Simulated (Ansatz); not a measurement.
# Optical response of Ca2BIN2 (model structure), part 2 of 3

Wanted: where Ca2BIN2 (model structure) starts to absorb, how strongly, and its refractive index. The cell was made here by substitution or stacking, whether or not such a phase is known. It was built so: All Br replaced by I and Sr replaced by Ca in the R-3m structure of Sr2BBrN2.

Ansatz 0.2.0; DFT, PBE, plane-wave PAW, default files, scalar-relativistic, independent-particle optical response without local fields.

So far: Starting point; Relaxation. The relaxed cell has a = 3.949, c = 27.271 Å (conventional setting).

### Step 3. Ground state and bands

The self-consistent density comes first; it also tells whether there is a gap, which decides the occupations and the need for a Drude term.

This step: DFT, PBE, plane-wave PAW, default files, scalar-relativistic, ground state (Ansatz 0.2.0).

The input, input.yaml:

```yaml
crystal:
  lattice:
    - [1.9746160267, 1.1400450928, 9.0903931743]
    - [-1.9746160267, 1.1400450928, 9.0903931743]
    - [0.0, -2.2800901909, 9.0903931737]
  atoms:
    - { symbol: I, position: [0.0, 0.0, 0.0] }
    - { symbol: Ca, position: [0.7563474059, 0.7563474059, 0.7563474059] }
    - { symbol: Ca, position: [0.2436525941, 0.2436525941, 0.2436525941] }
    - { symbol: "N", position: [0.5494858724, 0.5494858724, 0.5494858724] }
    - { symbol: "N", position: [0.4505141276, 0.4505141276, 0.4505141276] }
    - { symbol: B, position: [0.5, 0.5, 0.5] }
kpoints:
  mp_grid: { grid: [7, 7, 7] }
  band_path:
    path:
      - [[0.0, 0.0, 0.0], [0.5, 0.0, 0.0], [0.5, 0.17715213, -0.17715213]]
      - [[0.82284787, 0.5, 0.17715213], [0.5, 0.5, 0.5], [0.0, 0.0, 0.0], [0.33857606, 0.0, -0.33857606]]
      - [[0.66142394, 0.33857606, 0.0], [0.5, 0.5, 0.0], [0.66142394, 0.66142394, 0.17715213], [0.5, 0.5, 0.5]]
      - [[0.5, 0.0, 0.0], [0.82284787, 0.33857606, 0.33857606]]
    npoints: 7
scf:
  occupations: { method: fermi_dirac, width: 0.05 }
  n_extra_bands: 10
hamiltonian:
  xc: pbe
  pseudopotentials: { kind: paw }
output:
  forces: true
  stress: true
  populations: true
  write_bands: true
```

Run with:

```bash
$ ansatz run input.yaml --threads 2 --pin off --max-ram 5120MiB --backend cpu --events-out ev --progress --plain --runs-dir out
```

Numbers of over 12 decimals in the logs are rounded to 6 here.

Log:

```text
[...]
Crystal: 6 atoms, lattice volume = 122.783 Å³
Basis set: ecut = 420 eV, 2461 PW (Γ), FFT grids on a1−a3, a2−a3, a3, exchange–correlation on 54×54×128 points (8 copies of the dense FFT grid, shifted against one another)
Bands: 35, of which v1, the nominal top of the filled ones, is band 25 counted from 1 (24 counted from 0)
Symmetry: 12 space group operations
[...]
k-points: 44 of 343
[...]
SCF iter   1: F=—  HF=-12078.302457 eV  |F-HF|=—  |Δ(HF+E_count)|=         —  Δρ=1.44e-3  dr2=3.26e-3  ethr=1.77e-3  ⟨swp⟩=10.2  Hψ=9719  notcnv=0  defer=10
[...]
SCF iter   6: F=-12078.303890 eV  HF=-12078.303889 eV  |F-HF|=1.08e-7  |Δ(HF+E_count)|=   1.55e-7  Δρ=6.82e-6  dr2=4.08e-8  ethr=2.00e-10  ⟨swp⟩=9.8  Hψ=8251  notcnv=0
SCF 1 converged in 6 iterations: F = -12078.303890 eV  dr2 = 4.08e-8
[...]
NSCF: frozen V_eff on 67 k-points
SCF converged after 6 iterations
Free energy (F): -12078.303890 eV
[...]
Internal energy: -12078.303890 eV  (E = F + TS)
E sigma→0 (E₀):  -12078.303890 eV
Fermi energy:    7.204904 eV
[...]
--- Forces (eV/Å), atoms counted from 1 ---
  atom   1  I      0.00000000    -0.00000000     0.00000000
  atom   2  Ca     0.00000000    -0.00000000     0.00036368
  atom   3  Ca     0.00000000     0.00000000    -0.00036368
  atom   4  N      0.00000000    -0.00000000     0.00165854
  atom   5  N      0.00000000     0.00000000    -0.00165854
  atom   6  B     -0.00000000     0.00000000    -0.00000000
  max |Σ_I F_I| component: 2.10e-29 eV/Å
--- Stress (GPa, compression-positive) ---
       -0.001110       0.000000       0.000000
        0.000000      -0.001110      -0.000000
        0.000000      -0.000000       0.008437
  P = ⅓ Tr σ = 0.0021 GPa (0.021 kbar)
--- Band table (eV; the first three rows and the last of 44) ---
  k-point 0: bands = [... 21 lower, 5.2751, 5.2751, 5.5608, 5.5608, 8.5411, 10.5574, 11.1128, 11.1128, ... 6 higher]
  k-point 1: bands = [... 21 lower, 4.6968, 5.2785, 5.3264, 5.3792, 9.0873, 10.3822, 10.8076, 11.0531, ... 6 higher]
  k-point 2: bands = [... 21 lower, 3.7292, 4.9893, 5.2303, 5.4798, 9.6614, 10.0050, 10.4278, 10.8737, ... 6 higher]
  k-point 43: bands = [... 21 lower, 4.6234, 5.0723, 5.2805, 5.6418, 9.2865, 10.4498, 10.8306, 10.9313, ... 6 higher]
--- Löwdin populations: 6 sites ---
  site symbol       q [e]
     0      I     17.6165
     1     Ca      8.3318
     2     Ca      8.3318
     3      N      6.0685
     4      N      6.0685
     5      B      3.0094
  spilling = 0.011471 (of n_electrons = 50.000000)
```

Elapsed: 3 s, on 2 threads of AMD EPYC 9R45, shared host; peak memory 0.56 GiB.

The column dr2 measures how far the density is from self-consistency, as an energy; F and HF (Harris–Foulkes) agree once it is small.

Read-outs, printed or worked out from the files:

```
free energy                  : -12078.3039 eV
Fermi energy                 : 7.205 eV
gap by band count            : 2.764 eV
electrons                    : 50
symmetry operations          : 12
pressure                     : 0.002072 GPa
gap on the k-mesh            : 2.764 eV
volume                       : 122.8 Å³
gap on the path              : 2.756 eV
least direct gap on the path : 2.980 eV
```

There is a gap, 2.76 eV on the path, so no carriers' term is needed. The cell is left with a pressure of 0.0 GPa after its relaxation.

The electronic bands at the labelled points (eV, zero at the Fermi level; v1 is the highest filled band, c1 the lowest empty one):

```tsv
point	v4	v3	v2	v1	c1	c2	c3	c4
Γ	-1.93	-1.93	-1.64	-1.64	1.34	3.35	3.91	3.91
0.57 of the way	-3.48	-2.22	-1.98	-1.73	2.46	2.80	3.22	3.67
L	-3.62	-2.51	-2.06	-1.60	2.32	3.03	3.21	3.26
0.57 of the way	-3.74	-3.32	-2.00	-1.74	2.66	3.02	3.06	3.43
B1	-3.66	-3.64	-1.95	-1.87	2.78	3.05	3.18	3.39
jump to B	-3.66	-3.64	-1.95	-1.87	2.78	3.05	3.18	3.39
0.43 of the way	-3.48	-2.71	-2.20	-1.70	2.43	3.07	3.48	3.72
Z	-2.14	-2.14	-1.42	-1.42	1.88	3.27	3.60	3.74
0.43 of the way	-2.08	-2.08	-1.49	-1.49	1.64	3.31	3.80	3.80
Γ	-1.93	-1.93	-1.64	-1.64	1.34	3.35	3.91	3.91
0.57 of the way	-3.54	-2.76	-1.94	-1.73	2.57	2.91	3.07	3.81
X	-3.66	-3.64	-1.94	-1.89	2.78	3.10	3.10	3.42
jump to Q	-3.66	-3.64	-1.94	-1.89	2.78	3.10	3.10	3.42
0.57 of the way	-3.54	-3.03	-2.21	-1.66	2.67	3.02	3.17	3.49
F	-3.52	-2.51	-2.31	-1.60	2.53	2.91	2.98	3.49
0.57 of the way	-3.55	-2.51	-2.29	-1.60	2.52	2.92	2.99	3.48
P1	-3.59	-2.51	-2.25	-1.60	2.49	2.95	3.02	3.46
0.57 of the way	-3.10	-2.17	-2.09	-1.64	2.22	3.09	3.63	3.74
Z	-2.14	-2.14	-1.42	-1.42	1.88	3.27	3.60	3.74
jump to L	-3.62	-2.51	-2.06	-1.60	2.32	3.03	3.21	3.26
0.57 of the way	-3.62	-2.51	-2.14	-1.60	2.40	3.01	3.05	3.42
P	-3.59	-2.51	-2.25	-1.60	2.49	2.95	3.02	3.46
```

### Step 4. Spectrum

With the density converged, the vertical transitions are summed over the zone.

This step: DFT, PBE, plane-wave PAW, default files, scalar-relativistic, independent-particle optical response without local fields (Ansatz 0.2.0).

input.yaml, the sections that differ from step 3:

```yaml
kpoints:
  mp_grid: { grid: [7, 7, 7] }
scf:
  occupations: { method: fixed }
output:
  optics:
    e_range: [0, 40]
    de: 0.05
    sigma: 0.1
    nscf_kmesh: { grid: [8, 8, 8] }
    bands: auto
# crystal, hamiltonian: as in step 3
```

Log:

```text
[...]
Crystal: 6 atoms, lattice volume = 122.783 Å³
Basis set: ecut = 420 eV, 2461 PW (Γ), FFT grids on a1−a3, a2−a3, a3
Bands: 31, of which v1, the nominal top of the filled ones, is band 25 counted from 1 (24 counted from 0)
Symmetry: 12 space group operations
[...]
k-points: 44 of 343
[...]
SCF iter   1: F=—  HF=-12078.302866 eV  |F-HF|=—  |Δ(HF+E_count)|=         —  Δρ=1.44e-3  dr2=3.16e-3  ethr=1.77e-3  ⟨swp⟩=6.1  Hψ=5841  notcnv=0  defer=142
[...]
SCF iter   9: F=-12078.303875 eV  HF=-12078.303875 eV  |F-HF|=3.64e-12  |Δ(HF+E_count)|=  4.18e-11  Δρ=6.39e-8  dr2=4.40e-12  ethr=1.00e-12  ⟨swp⟩=14.8  Hψ=8410  notcnv=0
SCF 1 converged in 9 iterations: F = -12078.303875 eV  dr2 = 4.40e-12
[...]
output.optics: what the bands over the 114 summed would add to eps1, eps2 and the energy-loss function is held between a lower and an upper bound (6 Lanczos steps). eps1, eps2 and their loss function (loss_summed_bands) are given on every row as the summed bands alone make them. Along an axis, on a row where the two bounds hold the loss function to about 1 % of the greater of itself and 0.5 % of |1/eps|, its cell (loss_completed) is given, with the completed eps1 and eps2 that it is formed of (a cell that is left empty reads nan in the table and null in the record). The two bounds hold it so along every axis on 653 of the 762 rows up to 38.050 eV; [rest of the remark cut]
SCF converged after 9 iterations
Free energy (F): -12078.303875 eV
[...]
Internal energy: -12078.303875 eV  (E = F + TS)
E sigma→0 (E₀):  -12078.303875 eV
Fermi energy:    5.776675 eV
[...]
--- Band table (eV; the first three rows and the last of 44) ---
  k-point 0: bands = [... 21 lower, 5.2751, 5.2751, 5.5609, 5.5609, 8.5411, 10.5573, 11.1128, 11.1128, ... 2 higher]
  k-point 1: bands = [... 21 lower, 4.6968, 5.2785, 5.3264, 5.3792, 9.0873, 10.3822, 10.8076, 11.0531, ... 2 higher]
  k-point 2: bands = [... 21 lower, 3.7293, 4.9893, 5.2303, 5.4798, 9.6613, 10.0050, 10.4278, 10.8737, ... 2 higher]
  k-point 43: bands = [... 21 lower, 4.6235, 5.0723, 5.2805, 5.6418, 9.2865, 10.4498, 10.8306, 10.9313, ... 2 higher]
```

Wall time 74 s (2 threads); peak memory 2.3 GiB.

This step gave:

```
electronic dielectric constant ε∞, mean over x, y and z (by symmetry where fewer were run)                                                          : 4.527
absorption onset, first axis (α over 10⁴ cm⁻¹, or the direct gap if that lies higher)                                                               : 3.079 eV
main peak of Im epsilon, first axis                                                                                                                 : 5.540 eV
photocurrent from vertical transitions in a film 500 nm thick on a perfect mirror (two passes), AM1.5G, no front reflection, all carriers collected : 1.295 mA/cm²
least direct gap on the mesh                                                                                                                        : 2.980 eV
bands summed                                                                                                                                        : 114
spectra valid up to                                                                                                                                 : 38.06 eV
program's estimate of the k-sum error in Im epsilon                                                                                                 : 0.13 %
electrons in the f-sum                                                                                                                              : 40.59
```

Some rows of optics.tsv:

```text
# ended_by = wanted_rows_settled
# boundable_up_to_ev = 38.064883
# wanted_up_to_ev = 30.807664
# change_inside_cells = 0.0001 (estimated)
# bound_at_0(xx yy zz) = bounded bounded bounded
# rows_by_bound_zz(bounded bounds_too_wide limited_by_band_error limited_by_mesh_spread above_boundable_range not_finite) = 674 88 0 0 39 0
# bounded_ranges_ev_xx = 0.000000-32.650000
# bounded_ranges_ev_yy = 0.000000-32.650000
# bounded_ranges_ev_zz = 0.000000-31.450000 31.550000-33.700000
0.000000	0.000000e0	0.000000e0	0.000000e0	0.000000e0	0.000000e0	0.000000e0	4.260248e0	4.260248e0	5.014546e0	-3.859593e-20	-4.874833e-20	-1.394595e-10	0.000000e0	0.000000e0	0.000000e0	4.276783e0	4.276783e0	5.028400e0	0.000000e0	0.000000e0	0.000000e0	0.000000e0	0.000000e0	0.000000e0
1.300000	6.828377e-123	6.828377e-123	3.382749e-127	0.000000e0	-5.467022e-143	1.262425e-132	4.383876e0	4.383876e0	5.197026e0	-3.588660e-20	-5.339813e-20	-1.503405e-10	3.553048e-124	3.553048e-124	1.252449e-128	4.400418e0	4.400418e0	5.210885e0	6.828377e-123	6.828377e-123	3.382749e-127	3.526385e-124	3.526385e-124	1.245796e-128
2.600000	3.472212e-9	3.472212e-9	9.973987e-13	8.616465e-27	8.414516e-30	6.417869e-19	4.866191e0	4.866191e0	5.918088e0	-1.806412e-20	-7.555276e-20	-1.944817e-10	1.466317e-10	1.466317e-10	2.847777e-14	4.882753e0	4.882753e0	5.931963e0	3.472212e-9	3.472212e-9	9.973987e-13	1.456387e-10	1.456387e-10	2.834471e-14
3.900000	1.495525e-1	1.495525e-1	2.038308e-1	-2.168404e-19	0.000000e0	-1.003533e-11	6.089837e0	6.089837e0	8.798003e0	-3.497790e-20	-1.287745e-19	-5.007054e-10	4.030144e-3	4.030144e-3	2.631895e-3	6.106435e0	6.106435e0	8.811905e0	1.495525e-1	1.495525e-1	2.038308e-1	4.008279e-3	4.008279e-3	2.623601e-3
5.200000	5.173532e0	5.173532e0	6.679877e0	-1.850372e-17	6.938894e-18	-2.785037e-10	9.276048e0	9.276048e0	4.814779e0	-1.826878e-17	1.094693e-17	8.248379e-10	4.586037e-2	4.586037e-2	9.851911e-2	9.292694e0	9.292694e0	4.828719e0	5.173532e0	5.173532e0	6.679877e0	4.573506e-2	4.573506e-2	9.832417e-2
6.500000	6.536722e0	6.536722e0	1.015186e1	0.000000e0	9.251859e-18	-6.683930e-10	3.368959e0	3.368959e0	3.335781e0	-9.424990e-19	-9.463567e-19	6.134873e-12	1.208744e-1	1.208744e-1	8.890502e-2	3.385668e0	3.385668e0	3.349770e0	6.536722e0	6.536722e0	1.015186e1	1.206227e-1	1.206227e-1	8.883227e-2
7.800000	5.091153e0	5.091153e0	3.936677e0	6.938894e-18	-1.156482e-18	2.134503e-10	-1.251727e0	-1.251727e0	-3.761129e0	1.612622e-18	-4.413055e-18	4.639575e-10	1.852227e-1	1.852227e-1	1.328006e-1	-1.234940e0	-1.234940e0	-3.747080e0	5.091153e0	5.091153e0	3.936677e0	1.855044e-1	1.855044e-1	1.332749e-1
9.100000	4.293525e0	4.293525e0	3.111215e0	0.000000e0	-4.625929e-18	2.185965e-10	2.138175e-1	2.138175e-1	-1.407371e0	1.327971e-18	1.738387e-18	2.997379e-10	2.323327e-1	2.323327e-1	2.668200e-1	2.306978e-1	2.306978e-1	-1.393249e0	4.293525e0	4.293525e0	3.111215e0	2.322384e-1	2.322384e-1	2.677281e-1
10.400000	2.064376e0	2.064376e0	1.440337e0	0.000000e0	-5.782412e-19	1.153779e-10	-7.909976e-1	-7.909976e-1	-1.319674e0	1.209671e-18	-2.334257e-19	9.774524e-11	4.223939e-1	4.223939e-1	3.774359e-1	-7.740075e-1	-7.740075e-1	-1.305466e0	2.064376e0	2.064376e0	1.440337e0	4.247045e-1	4.247045e-1	3.811613e-1
11.700000	1.494956e0	1.494956e0	7.228885e-1	-5.782412e-19	-5.782412e-19	1.427464e-10	-3.192006e-1	-3.192006e-1	5.514916e-2	-4.573004e-19	-5.233727e-19	-6.921318e-11	6.397498e-1	6.397498e-1	1.375335e0	-3.020832e-1	-3.020832e-1	6.945617e-2	1.494956e0	1.494956e0	7.228885e-1	6.426747e-1	6.426747e-1	1.370685e0
13.000000	1.384366e0	1.384366e0	6.708485e-1	0.000000e0	1.734723e-18	1.319212e-10	3.942298e-2	3.942298e-2	2.115786e-2	1.073672e-18	6.896993e-19	3.376689e-12	7.217671e-1	7.217671e-1	1.489168e0	5.668588e-2	5.668588e-2	3.557810e-2	1.384366e0	1.384366e0	6.708485e-1	7.211433e-1	7.211433e-1	1.486469e0
14.300000	8.251242e-1	8.251242e-1	1.068106e0	0.000000e0	-2.891206e-19	-4.492415e-11	2.137151e-2	2.137151e-2	1.571790e-1	-1.674884e-19	2.222127e-19	-2.510950e-11	1.211126e0	1.211126e0	9.163920e-1	3.879972e-2	3.879972e-2	1.717278e-1	8.251242e-1	8.251242e-1	1.068106e0	1.209265e0	1.209265e0	9.126451e-1
15.600000	6.650633e-1	6.650633e-1	5.591400e-1	0.000000e0	-5.782412e-19	1.958418e-11	2.920054e-1	2.920054e-1	1.647642e-1	3.707040e-19	-4.257434e-19	2.352510e-11	1.260601e0	1.260601e0	1.645571e0	3.096203e-1	3.096203e-1	1.794580e-1	6.650633e-1	6.650633e-1	5.591400e-1	1.235778e0	1.235778e0	1.621435e0
16.900000	3.967749e-1	3.967749e-1	2.573261e-1	2.891206e-19	0.000000e0	2.578254e-11	3.830409e-1	3.830409e-1	4.015643e-1	1.141552e-19	-2.169508e-19	-3.424992e-12	1.304534e0	1.304534e0	1.131250e0	4.008658e-1	4.008658e-1	4.164213e-1	3.967749e-1	3.967749e-1	2.573261e-1	1.247235e0	1.247235e0	1.073877e0
18.200000	3.246634e-1	3.246634e-1	3.228663e-1	7.228014e-20	-4.336809e-19	3.323866e-13	6.616294e-1	6.616294e-1	6.967574e-1	-2.026002e-19	9.895521e-20	-6.494874e-12	5.977310e-1	5.977310e-1	5.474968e-1	6.796899e-1	6.796899e-1	7.117973e-1	3.246634e-1	3.246634e-1	3.228663e-1	5.722105e-1	5.722105e-1	5.285109e-1
19.500000	3.381644e-1	3.381644e-1	2.048931e-1	0.000000e0	0.000000e0	2.464037e-11	8.286563e-1	8.286563e-1	7.670096e-1	-9.352184e-19	6.721318e-20	1.139767e-11	4.221638e-1	4.221638e-1	3.250801e-1	8.469809e-1	8.469809e-1	7.822544e-1	3.381644e-1	3.381644e-1	2.048931e-1	4.065786e-1	4.065786e-1	3.133386e-1
20.800000	3.169968e-1	3.169968e-1	2.294009e-1	0.000000e0	7.228014e-20	1.619552e-11	9.370813e-1	9.370813e-1	1.032066e0	8.393682e-21	-6.596971e-21	-1.756152e-11	3.239261e-1	3.239261e-1	2.052282e-1	9.557020e-1	9.557020e-1	1.047540e0	3.169968e-1	3.169968e-1	2.294009e-1	3.126653e-1	3.126653e-1	1.994851e-1
22.100000	3.507065e-1	3.507065e-1	3.925735e-1	0.000000e0	-2.891206e-19	-7.740594e-12	1.060774e0	1.060774e0	1.159759e0	-5.292883e-20	-1.781272e-19	-1.830123e-11	2.809616e-1	2.809616e-1	2.618630e-1	1.079727e0	1.079727e0	1.175492e0	3.507065e-1	3.507065e-1	3.925735e-1	2.721175e-1	2.721175e-1	2.555992e-1
23.400000	3.435399e-1	3.435399e-1	2.970627e-1	0.000000e0	0.000000e0	8.593184e-12	1.225151e0	1.225151e0	1.474231e0	4.528435e-20	-1.166982e-19	-4.605183e-11	2.121907e-1	2.121907e-1	1.313505e-1	1.244478e0	1.244478e0	1.490253e0	3.435399e-1	3.435399e-1	2.970627e-1	2.061142e-1	2.061142e-1	1.286486e-1
24.700000	1.198534e0	1.198534e0	1.742487e0	0.000000e0	0.000000e0	-1.005699e-10	1.520797e0	1.520797e0	1.962079e0	-3.130279e-19	-4.361704e-20	-8.158773e-11	3.196683e-1	3.196683e-1	2.530472e-1	1.540546e0	1.540546e0	1.978429e0	1.198534e0	1.198534e0	1.742487e0	3.145951e-1	3.145951e-1	2.507016e-1
26.000000	1.265267e0	1.265267e0	1.159733e0	0.000000e0	0.000000e0	1.951236e-11	2.600085e-1	2.600085e-1	7.917588e-2	1.925838e-18	-1.917889e-19	3.343353e-11	7.583238e-1	7.583238e-1	8.582672e-1	2.802389e-1	2.802389e-1	9.589819e-2	1.265267e0	1.265267e0	1.159733e0	7.533888e-1	7.533888e-1	8.564117e-1
27.300000	2.538898e0	2.538898e0	1.796763e0	0.000000e0	5.782412e-19	1.372126e-10	8.000578e-2	8.000578e-2	-3.248371e-1	1.938225e-19	-6.978358e-19	7.485022e-11	3.934810e-1	3.934810e-1	5.389411e-1	1.007860e-1	1.007860e-1	-3.076883e-1	2.538898e0	2.538898e0	1.796763e0	3.932520e-1	3.932520e-1	5.407003e-1
28.600000	4.080394e-1	4.080394e-1	3.464115e-1	-3.614007e-20	1.445603e-19	1.139439e-11	4.033679e-2	4.033679e-2	-6.278414e-2	1.169848e-19	-1.891515e-20	1.906549e-11	2.427026e0	2.427026e0	2.794931e0	6.175280e-2	6.175280e-2	-4.514169e-2	4.080394e-1	4.080394e-1	3.464115e-1	2.395869e0	2.395869e0	2.838538e0
29.900000	2.846502e-1	2.846502e-1	2.319877e-1	0.000000e0	0.000000e0	9.736773e-12	2.120368e-1	2.120368e-1	2.069812e-1	1.643781e-19	-4.367164e-20	9.344502e-13	2.259391e0	2.259391e0	2.400050e0	2.341978e-1	2.341978e-1	2.252032e-1	2.846502e-1	2.846502e-1	2.319877e-1	2.094952e0	2.094952e0	2.219240e0
31.200000	2.280882e-1	2.280882e-1	2.679640e-1	0.000000e0	1.445603e-19	-7.372472e-12	3.924608e-1	3.924608e-1	3.292694e-1	5.353170e-20	2.389208e-19	1.168313e-11	1.106957e0	1.106957e0	1.486846e0	4.155108e-1	4.155108e-1	3.481851e-1	2.280882e-1	2.280882e-1	2.679640e-1	1.015199e0	1.015199e0	1.388145e0
```

The Im ε has structure finer than the step of the table below, so its rows give means over 1 eV, whole bins alone (the curve runs from 0 to 31.4 eV). Peaks (eV: height): E ∥ x or y 5.5: 8.73, 6.8: 6.83, 7.6: 6.69, 9.1: 4.29, 27.3: 2.54; E ∥ z 4.5: 11.2, 6.4: 11.1, 6.9: 10.9, 8.3: 4.99, 25.7: 2.52.

Table of Im ε by photon energy; means over each step:

```tsv
photon energy (eV)	E ∥ x or y	E ∥ z
2	0	0
3	0.0894	0.00843
4	0.250	1.70
5	4.04	7.43
6	7.06	6.54
7	6.05	9.84
8	4.57	4.55
9	3.57	2.94
10	2.54	1.89
11	1.72	1.04
12	1.41	1.12
13	1.30	0.743
14	0.912	0.951
15	0.661	0.727
16	0.574	0.465
17	0.386	0.261
18	0.334	0.303
19	0.326	0.271
20	0.355	0.208
21	0.368	0.261
22	0.359	0.362
23	0.388	0.326
24	0.551	0.755
25	1.20	1.80
26	1.31	1.60
27	1.73	1.58
28	0.808	0.700
29	0.446	0.376
30	0.308	0.246
```

The Re ε by photon energy:

```tsv
photon energy (eV)	E ∥ x or y	E ∥ z
0	4.28	5.03
2	4.59	5.50
4	6.31	9.44
6	2.75	6.78
8	-0.339	-1.74
10	-0.699	-1.32
12	-0.114	0.189
14	-0.0330	0.324
16	0.288	0.167
18	0.628	0.685
20	0.879	0.907
22	1.07	1.21
24	1.66	2.37
26	0.280	0.0959
28	-0.296	-0.136
30	0.266	0.254
```

The reflectivity at normal incidence has structure finer than the step of the table below, so its rows give means over 1 eV, whole bins alone (the curve runs from 0 to 31.4 eV). Peaks (eV: height): E ∥ x or y 5.5: 33.9, 6.9: 31.8, 7.8: 37.6, 9.6: 32.9, 13.4: 21.3, 27.5: 30.9, 29.1: 15.7; E ∥ z 4.5: 39.1, 7.7: 55.8, 8.5: 46.4, 10.4: 44.5, 12.7: 30.6, 27.6: 35.7, 28.4: 32.3.

Reflectivity at normal incidence against photon energy; means over each step:

```tsv
photon energy (eV)	E ∥ x or y (%)	E ∥ z (%)
1	12.4	15.1
2	13.3	16.2
3	15.2	18.9
4	19.0	27.9
5	27.8	30.6
6	30.0	28.6
7	29.6	43.0
8	31.0	44.6
9	26.5	40.0
10	30.6	40.8
11	23.4	36.5
12	20.4	18.2
13	18.0	19.4
14	18.4	11.1
15	13.1	15.8
16	9.24	11.5
17	5.36	4.70
18	2.21	1.70
19	1.25	1.29
20	0.978	0.383
21	0.877	0.435
22	0.764	0.856
23	0.923	1.02
24	2.38	4.58
25	5.59	9.74
26	8.38	14.2
27	12.9	16.6
28	28.5	28.7
29	13.9	19.0
30	11.4	11.4
```

Refractive index n and extinction k against photon energy:

```tsv
photon energy (eV)	n, E ∥ x or y	k, E ∥ x or y	n, E ∥ z	k, E ∥ z
0	2.07	0	2.24	0
2	2.14	0	2.35	0
4	2.51	0.0324	3.07	0.0445
6	2.27	1.56	2.73	0.828
8	1.29	1.42	0.923	1.61
10	0.986	1.29	0.735	1.36
12	0.774	0.845	0.868	0.751
14	0.651	0.676	0.829	0.602
16	0.682	0.421	0.580	0.412
18	0.819	0.206	0.846	0.175
20	0.955	0.179	0.958	0.101
22	1.05	0.171	1.11	0.181
24	1.31	0.234	1.55	0.189
26	0.888	0.713	0.794	0.731
28	0.501	0.739	0.548	0.661
30	0.577	0.257	0.547	0.213
```

[end of part 2 of 3]

[Logs are printed without paths, hosts, clocks, repeated set-up lines and the standing remarks that a program may print on its own settings, such as how far it seeks lower states.]

[Hosts, paths, dates, database ids (printed as entryN), source tags and the programs' standing remarks are cut or masked in the printed files.]
